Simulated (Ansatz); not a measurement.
## MoGe2As4 monolayer in a perpendicular field

Aim: how the MoGe2As4 monolayer screens a field along its normal, and what the field does to its bands. A positive field points along +c.

Method: plane-wave DFT, PBE-D3(BJ), Ansatz PAW, in Ansatz 0.2.0.

Report form: the programs' logs are mostly left out.

**1. Set-up**

The cell holds 7 atoms: 4 As, 2 Ge and 1 Mo. Cell: a = 3.730 Å, b = 3.730 Å, c = 49.220 Å, α = 90.0°, β = 90.0°, γ = 120.0°. Vacuum lies along c.

Structure file:

```cif
data_structure
_symmetry_space_group_name_H-M 'P 1'
_symmetry_Int_Tables_number 1
_cell_length_a 3.7300
_cell_length_b 3.7300
_cell_length_c 49.2195
_cell_angle_alpha 90.000
_cell_angle_beta 90.000
_cell_angle_gamma 120.000
_cell_volume 593.04
loop_
_atom_site_label
_atom_site_type_symbol
_atom_site_fract_x
_atom_site_fract_y
_atom_site_fract_z
_atom_site_occupancy
As1 As 0.00000 0.00000 0.40736 1
Ge2 Ge 0.33333 0.66667 0.42489 1
As3 As 0.33333 0.66667 0.47203 1
Mo4 Mo 0.00000 0.00000 0.50000 1
As5 As 0.33333 0.66667 0.52797 1
Ge6 Ge 0.33333 0.66667 0.57511 1
As7 As 0.00000 0.00000 0.59264 1
```

**2. Relaxing the slab**

The starting cell is a guess, so the in-plane lattice and the atoms are relaxed first, with the slab cut off from its images along the normal.

The input, input.yaml:

```yaml
crystal:
  lattice:
    - [3.73, 0.0, 0.0]
    - [-1.865, 3.2302747561, 0.0]
    - [0.0, 0.0, 49.2195424057]
  atoms:
    - { symbol: As, position: [0.0, 0.0, 0.407358521] }
    - { symbol: Ge, position: [0.3333333333, 0.6666666667, 0.4248921795] }
    - { symbol: As, position: [0.3333333333, 0.6666666667, 0.4720279286] }
    - { symbol: Mo, position: [0.0, 0.0, 0.5] }
    - { symbol: As, position: [0.3333333333, 0.6666666667, 0.5279720714] }
    - { symbol: Ge, position: [0.3333333333, 0.6666666667, 0.5751078205] }
    - { symbol: As, position: [0.0, 0.0, 0.592641479] }
  periodic: [true, true, false]
kpoints:
  mp_grid: { grid: [12, 12, 1] }
hamiltonian:
  xc: pbe
  dispersion: d3bj
scf:
  occupations: { method: fermi_dirac, width: 0.05 }
  convergence: { dr2_threshold: 1.0e-09 }
relax:
  f_tol: 0.004
  max_steps: 90
  cell: {}
output:
  write_potential: true
  write_density: true
  volumetric_format: npy
```

Launch:

```
> ansatz run input.yaml --threads 4 --pin off --max-ram 6144MiB --backend cpu --events-out ev --progress --plain --runs-dir out
```

Elapsed: 76 s, on 4 threads of INTEL XEON PLATINUM 8581C at 2.30GHz (Emerald Rapids), shared host; peak memory 1.5 GiB; 5 min of CPU time.

Relaxation path:

| step | energy less that of the first step (eV) | largest force component (eV/Å) | volume (Å³) |
| --- | --- | --- | --- |
| 1 | 0.0000 | 2.7523 | 593.04 |
| 2 | -0.7565 | 1.0834 | 588.84 |
| 3 | -1.0738 | 0.3924 | 577.94 |
| 4 | -1.1535 | 0.1788 | 563.76 |
| 5 | -1.1567 | 0.0372 | 562.04 |
| 6 | -1.1565 | 0.0645 | 562.03 |
| 7 | -1.1568 | 0.0003 | 562.17 |
| 8* | -1.1555 | 0.0003 | 562.17 |

Relaxation steps marked * repeat the geometry before them on a plane-wave basis chosen anew for their cell, so energy and pressure can jump there. Relaxation step 6 was tried and not accepted.

Forces are held to the 12 operations that the run works with; a distortion that breaks them can't arise in this run.

| cell as run | before | after | change |
| --- | --- | --- | --- |
| a (Å) | 3.730 | 3.632 | -2.6 % |
| b (Å) | 3.730 | 3.632 | -2.6 % |

The atoms that moved most (Å, along periodic axes as changes of fractional coordinates times the final cell, across vacuum about the mean position):

| atom | dx | dy | dz | length |
| --- | --- | --- | --- | --- |
| As7 | 0.000 | 0.000 | 0.525 | 0.525 |
| As1 | 0.000 | 0.000 | -0.525 | 0.525 |
| Ge6 | 0.000 | 0.000 | 0.196 | 0.196 |
| Ge2 | 0.000 | 0.000 | -0.196 | 0.196 |
| As5 | 0.000 | 0.000 | 0.091 | 0.091 |
| As3 | 0.000 | 0.000 | -0.091 | 0.091 |

Numbers from this step:

```yaml
energy_at_zero_smearing: -32973.3225 eV
```

The lattice constant a goes from 3.730 to 3.632 Å.

**3. Atoms held, field 0**

A sawtooth potential applies the field, turning back in the middle of the vacuum. With the dipole correction the typed value is the field outside the slab. The induced dipole is small, so the SCF threshold is tight.

The cell differs from the one that the last finished run ended in (c 49.220 → 28.170 Å).

The input, input.yaml:

```yaml
crystal:
  lattice:
    - [3.631624623, 0.0, 0.0]
    - [-1.8158123115, 3.1450791805, 0.0]
    - [0.0, 0.0, 28.1696031185]
  atoms:
    - { symbol: As, position: [0.0, 0.0, 0.3194933192] }
    - { symbol: Ge, position: [0.3333333333, 0.6666666667, 0.3618113373] }
    - { symbol: As, position: [0.3333333333, 0.6666666667, 0.4478827886] }
    - { symbol: Mo, position: [0.0, 0.0, 0.5] }
    - { symbol: As, position: [0.3333333333, 0.6666666667, 0.5521172114] }
    - { symbol: Ge, position: [0.3333333333, 0.6666666667, 0.6381886627] }
    - { symbol: As, position: [0.0, 0.0, 0.6805066808] }
kpoints:
  mp_grid: { grid: [12, 12, 1] }
  band_path:
    path: [[0, 0, 0], [0.5, 0, 0], [0.33333333, 0.33333333, 0], [0, 0, 0]]
    npoints: 16
hamiltonian:
  xc: pbe
  dispersion: d3bj
scf:
  occupations: { method: fermi_dirac, width: 0.02585 }
  convergence: { dr2_threshold: 1.0e-10 }
efield:
  axis: 3
  dipole_correction: true
  ramp_position: 0.97
  ramp_width: 0.06
  amplitude: 0
output:
  dos: { projected: true, e_range: [-6, 5] }
  write_potential: true
  write_density: true
  volumetric_format: npy
  elf: true
```

The job ended after 12 s (4 threads; peak memory 1.2 GiB; 47 s of CPU time).

Numbers from this step:

```
dipole along the normal            : 8.80e-7 e·Å
gap along the path                 : 0.5924 eV
smallest direct gap along the path : 0.6708 eV
ionisation energy, upper face      : 4.978 eV
electron affinity, upper face      : 4.386 eV
gap, the smaller of path and mesh  : 0.5924 eV
```

Running mean over a fixed 2.8 Å (it still follows the layers) of the planar mean; the ramp of the sawtooth is left out. Table of electron's electrostatic potential energy less the Fermi level by z:

z (Å), electron's electrostatic potential energy less the Fermi level (eV) and a bar from the least value:
```
        4       4.68 ##############################
        5       4.67 ##############################
        6       4.62 ##############################
        7       3.71 ############################
        8       1.01 #####################
        9      -3.35 ###########
       10      -4.38 ########
       11      -3.14 ###########
       12      -1.61 ###############
       13      -5.75 #####
       14      -7.68 
       15      -6.47 ###
       16      -1.86 ##############
       17      -2.72 ############
       18      -4.14 #########
       19      -3.95 #########
       20       0.32 ###################
       21       3.30 ###########################
       22       4.58 ##############################
       23       4.67 ##############################
       24       4.68 ##############################
       25       4.68 ##############################
```

The density of states has structure finer than the step of the table below, so its rows give means over 0.25 eV, whole bins alone (the curve runs from -6 to 2.27 eV). Peaks (eV: height): -3.330: 7.60, -2.770: 9.28, -2.360: 15.1, -1.890: 14.1, -1.510: 7.43, -0.980: 9.93, 1.830: 7.96.

Table of density of states by energy, zero at the Fermi level of the run, which the smearing sets inside the gap; means over each step:

| energy (eV) | density of states (states/eV a cell) |
| --- | --- |
| -5.25 | 0 |
| -5.00 | 3.42 |
| -4.75 | 4.22 |
| -4.50 | 3.62 |
| -4.25 | 4.25 |
| -4.00 | 3.60 |
| -3.75 | 3.77 |
| -3.50 | 3.00 |
| -3.25 | 4.05 |
| -3.00 | 3.91 |
| -2.75 | 6.26 |
| -2.50 | 6.41 |
| -2.25 | 7.75 |
| -2.00 | 6.31 |
| -1.75 | 6.65 |
| -1.50 | 6.54 |
| -1.25 | 2.94 |
| -1.00 | 6.02 |
| -0.75 | 3.05 |
| -0.50 | 1.99 |
| -0.25 | 0.287 |
| 0.00 | 0 |
| 0.25 | 0.339 |
| 0.50 | 1.47 |
| 0.75 | 2.81 |
| 1.00 | 3.04 |
| 1.25 | 2.92 |
| 1.50 | 5.14 |
| 1.75 | 5.79 |
| 2.00 | 3.42 |

Projected DOS per atom over height of the atomic layer and energy from the Fermi level. Layers: As Ge As Mo As Ge As from below.

Ten even steps from '0' (0.00 states/eV) to '9' (2.48 states/eV), each cell a mean:
```
1113111
2227222
1116111
0007000
0003000
0000000
0000000
0004000
1119111
2123212
4136314
4235324
4235324
3234323
1123211
1112111
1123211
1233321
1132311
0111110
0000000
0000000
```
Columns: height of the atomic layer (Å) from 9 to 19.2 (not evenly spaced); rows upwards: energy from the Fermi level (eV) from -5.96 to 2.23.

The electronic bands at the labelled points (eV, zero at the Fermi level of the run, which the smearing sets inside the gap):

| point | band 48 | band 49 | band 50 | band 51 | band 52 | band 53 | band 54 | band 55 |
| --- | --- | --- | --- | --- | --- | --- | --- | --- |
| Γ | -0.33 | -0.33 | -0.30 | -0.30 | 2.05 | 2.07 | 2.65 | 2.65 |
| halfway | -1.43 | -1.41 | -1.36 | -0.84 | 1.40 | 1.61 | 1.97 | 2.19 |
| M | -2.10 | -2.09 | -1.37 | -0.91 | 0.92 | 1.10 | 1.23 | 1.30 |
| halfway | -2.25 | -1.90 | -1.53 | -0.75 | 0.48 | 0.80 | 1.52 | 2.34 |
| K | -2.72 | -1.84 | -1.16 | -0.38 | 0.29 | 0.52 | 1.46 | 1.61 |
| halfway | -1.91 | -1.87 | -1.29 | -0.92 | 1.37 | 1.62 | 1.85 | 2.70 |
| Γ | -0.33 | -0.33 | -0.30 | -0.30 | 2.05 | 2.07 | 2.65 | 2.65 |

Valence density in the ca plane at fractional y = 0.667, with atoms of Ge and As within 0.2 Å of it. It is the smooth field of the valence electrons, not physical close to the nuclei.

Ten steps, logarithmic in the rise over the least value, from '0' (0 e/Å³) to '9' (33 e/Å³), each cell a mean:
```
00000000011111000000001111110000000011110000
00000000011110000000001111100000000011111000
00000000011111000000111111111000000111110000
00000000001112211011221111122211011221100000
00000000000135631124653111246531124642100000
00000000000159952237984111269852238973100000
00000000000148842126873111258742126862100000
00000000000123321113432111134321113331100000
00000000001111110001111111111110001111110000
```
Columns run along c (16.0 Å, from fractional 0.19 to 0.76 of the cell), rows up along a (3.6 Å). Atoms in or near the plane, at fractional coordinates: Ge at (0.36, 0.33), As at (0.45, 0.33), As at (0.55, 0.33), Ge at (0.64, 0.33).

ELF in the ca plane at fractional y = 0.667, with atoms of Ge and As within 0.2 Å of it. It is the smooth field of the valence electrons, not physical close to the nuclei.

Values, 5 rows by 16 columns, each cell a mean:
```
0.00 0.09 0.51 0.63 0.52 0.23 0.09 0.29 0.18 0.18 0.29 0.09 0.23 0.52 0.63 0.51
0.00 0.05 0.34 0.55 0.57 0.35 0.28 0.54 0.30 0.30 0.54 0.28 0.35 0.57 0.55 0.34
0.00 0.01 0.05 0.22 0.32 0.28 0.62 0.45 0.46 0.46 0.45 0.62 0.28 0.32 0.22 0.05
0.00 0.00 0.02 0.16 0.22 0.19 0.65 0.29 0.43 0.43 0.29 0.65 0.19 0.22 0.16 0.02
0.00 0.02 0.20 0.42 0.52 0.39 0.46 0.63 0.41 0.41 0.63 0.46 0.39 0.52 0.42 0.20
```
Columns run along c (16.0 Å, from fractional 0.19 to 0.76 of the cell), rows up along a (3.6 Å). Atoms in or near the plane, at fractional coordinates: Ge at (0.36, 0.33), As at (0.45, 0.33), As at (0.55, 0.33), Ge at (0.64, 0.33).

Electrostatic potential energy in the ca plane at fractional y = 0.667, with atoms of Ge and As within 0.2 Å of it. With pseudopotentials it is smooth inside the atoms' cores, unlike the true potential.

Values in eV, 5 rows by 16 columns, each cell a mean:
```
  7   7   7   7   7   7   5  -2   2   5   5   3  -6   1   5   5
  7   7   7   7   7   7   5   1  -1   2   3   0  -2   0   1   4
  7   7   7   7   7   7   6   1 -20 -12  -7  -7   0  -7  -7  -6
  7   7   7   7   7   7   6   0 -23 -16  -7  -2  -2  -6  -4 -10
  7   7   7   7   7   7   6   2  -8  -3  -2  -6   0  -4  -5   1
```
Columns run along c (16.0 Å, from fractional 0.06 to 0.62 of the cell; values clipped at the 3rd and 97th percentile), rows up along a (3.6 Å). Atoms in or near the plane, at fractional coordinates: Ge at (0.36, 0.33), As at (0.45, 0.33), As at (0.55, 0.33).

The gap is 0.59 eV, with the valence edge 4.98 eV and the conduction edge 4.39 eV under the upper vacuum level.

**4. Single point, field 0.1 V/Å**

input.yaml, as its differences from that of step 3:

```diff
@@ -29,5 +29,4 @@
   ramp_width: 0.06
-  amplitude: 0
+  amplitude: 0.1
 output:
-  dos: { projected: true, e_range: [-6, 5] }
   write_potential: true
@@ -35,2 +34 @@
   volumetric_format: npy
-  elf: true
```

It took 12 s on 4 threads; peak memory 1.1 GiB.

The dipole is 0.0774 e·Å, and the gap 0.580 eV.

**5. Single point, field -0.1 V/Å**

input.yaml, as its differences from that of step 4:

```diff
@@ -29,3 +29,3 @@
   ramp_width: 0.06
-  amplitude: 0.1
+  amplitude: -0.1
 output:
```

Run time: 12 s. Hardware: 4 threads; peak memory 1.1 GiB.

The dipole is -0.0774 e·Å, and the gap 0.580 eV.

**6. Response, atoms held**

This step: plane-wave DFT, PBE-D3(BJ), Ansatz PAW; response to a field along the normal, atoms held (Ansatz 0.2.0).

The dipoles give the slope, and the difference of two potentials shows where the field is screened.

Numbers from this step:

```yaml
equivalent_conductor_thickness_p_eps_0ae: 12.26 Å
distance_between_the_outer_atoms: 10.17 Å
```

Table of dipole of the cell by applied field:

| applied field (V/Å) | dipole of the cell (e·Å) |
| --- | --- |
| -0.1000 | -0.0774 |
| 0.0000 | 8.8e-7 |
| 0.1000 | 0.0774 |

Local field over the applied field, running mean. From the potentials at -0.1 and 0.1 V/Å; running mean over 2.5 Å. Local field over applied field against z:

z (Å), local field over applied field and a bar:
```
      4.5      0.998 ##############################
      5.0      0.993 ##############################
      5.5      0.981 #############################
      6.0      0.951 #############################
      6.5      0.884 ##########################
      7.0      0.760 #######################
      7.5      0.593 #################
      8.0      0.413 ############
      8.5      0.241 #######
      9.0      0.107 ##
      9.5      0.046 
     10.0      0.037 
     10.5      0.043 
     11.0      0.062 #
     11.5      0.075 #
     12.0      0.065 #
     12.5      0.053 #
     13.0      0.047 #
     13.5      0.038 
     14.0      0.031 
     14.5      0.034 
     15.0      0.045 
     15.5      0.050 #
     16.0      0.060 #
     16.5      0.074 #
     17.0      0.069 #
     17.5      0.048 #
     18.0      0.038 
     18.5      0.040 
     19.0      0.078 #
     19.5      0.189 #####
     20.0      0.353 ##########
     20.5      0.532 ################
     21.0      0.706 #####################
     21.5      0.849 #########################
     22.0      0.934 ############################
     22.5      0.974 #############################
     23.0      0.990 ##############################
     23.5      0.997 ##############################
     24.0      0.999 ##############################
```

Electrons, planar mean, per unit field. The induced electron density by z:

z (Å), induced electron density (e/Å³ per V/Å) and a bar from the least value:
```
      4.5    0.00001 ##############
      5.0    0.00003 ###############
      5.5    0.00009 ###############
      6.0    0.00024 ###############
      6.5    0.00061 #################
      7.0    0.00142 #####################
      7.5    0.00278 ###########################
      8.0    0.00347 ##############################
      8.5    0.00152 #####################
      9.0    0.00071 ##################
      9.5    0.00054 #################
     10.0   -0.00062 ############
     10.5   -0.00096 ##########
     11.0    0.00037 ################
     11.5    0.00007 ###############
     12.0   -0.00023 #############
     12.5    0.00074 ##################
     13.0    0.00010 ###############
     13.5   -0.00023 #############
     14.0   -0.00009 ##############
     14.5    0.00018 ###############
     15.0    0.00014 ###############
     15.5   -0.00057 ############
     16.0   -0.00017 ##############
     16.5    0.00018 ###############
     17.0   -0.00041 #############
     17.5    0.00043 ################
     18.0    0.00104 ###################
     18.5   -0.00030 #############
     19.0   -0.00059 ############
     19.5   -0.00100 ##########
     20.0   -0.00307 #
     20.5   -0.00322 
     21.0   -0.00184 ######
     21.5   -0.00082 ###########
     22.0   -0.00033 #############
     22.5   -0.00012 ##############
     23.0   -0.00004 ##############
     23.5   -0.00002 ##############
     24.0   -0.00001 ##############
```

The smaller of the gaps on the path and on the k-mesh, counted as 0 under 0.03 eV. Table of gap by applied field:

| applied field (V/Å) | gap (eV) |
| --- | --- |
| -0.1000 | 0.580 |
| 0.0000 | 0.592 |
| 0.1000 | 0.580 |

By hand: between -0.1 and 0.1 V/Å the dipole changes by 0.1548 e·Å, a slope of 0.7740 e·Å²/V. A perfect conductor of thickness t has p = ε₀AEt, so t = 180.95 × 0.7740 / 11.422 = 12.26 Å (e/ε₀ = 180.95 V·Å, A in Å²).

The induced dipole is that of a conductor 12.26 Å thick.

**7. Results**

| Property | Result |
| --- | --- |
| gap without field | 0.592 eV |
| ionisation energy, upper face | 4.98 eV |
| electron affinity, upper face | 4.39 eV |
| equivalent conductor thickness, atoms held | 12.3 Å |

What this shows: The induced dipole equals that of a perfect conductor 12.26 Å thick, while the outer atoms lie 10.17 Å apart; an out-of-plane ε follows only once a thickness t is chosen, by 1 − 1/ε = 12.26 Å / t. The gap goes from 0.59 eV to 0.58 eV at -0.1 V/Å. Semilocal functionals give gaps that are too small, and excitons are not included. Spin-orbit coupling is left out, which matters for the bands of elements this heavy. The outer anions sit over the metal atoms, one of several polytypes of such layers and not the lowest for every compound.

[Logs are printed without paths, hosts, clocks, repeated set-up lines and the standing remarks that a program may print on its own settings, such as how far it seeks lower states.]

[Hosts, paths, dates, database ids (printed as entryN), source tags and the programs' standing remarks are cut or masked in the printed files.]

[Maps of the electrostatic potential energy from Ansatz leave out the sawtooth potential of an applied field or a dipole correction, so their vacuum need not be flat; planar profiles and work functions include it.]

[The density of states shown here was stored with 400 of the rows of the run's finer table, so its peaks can read low, often by over a quarter, or be missed, and its means over a window can be off by a tenth or more.]
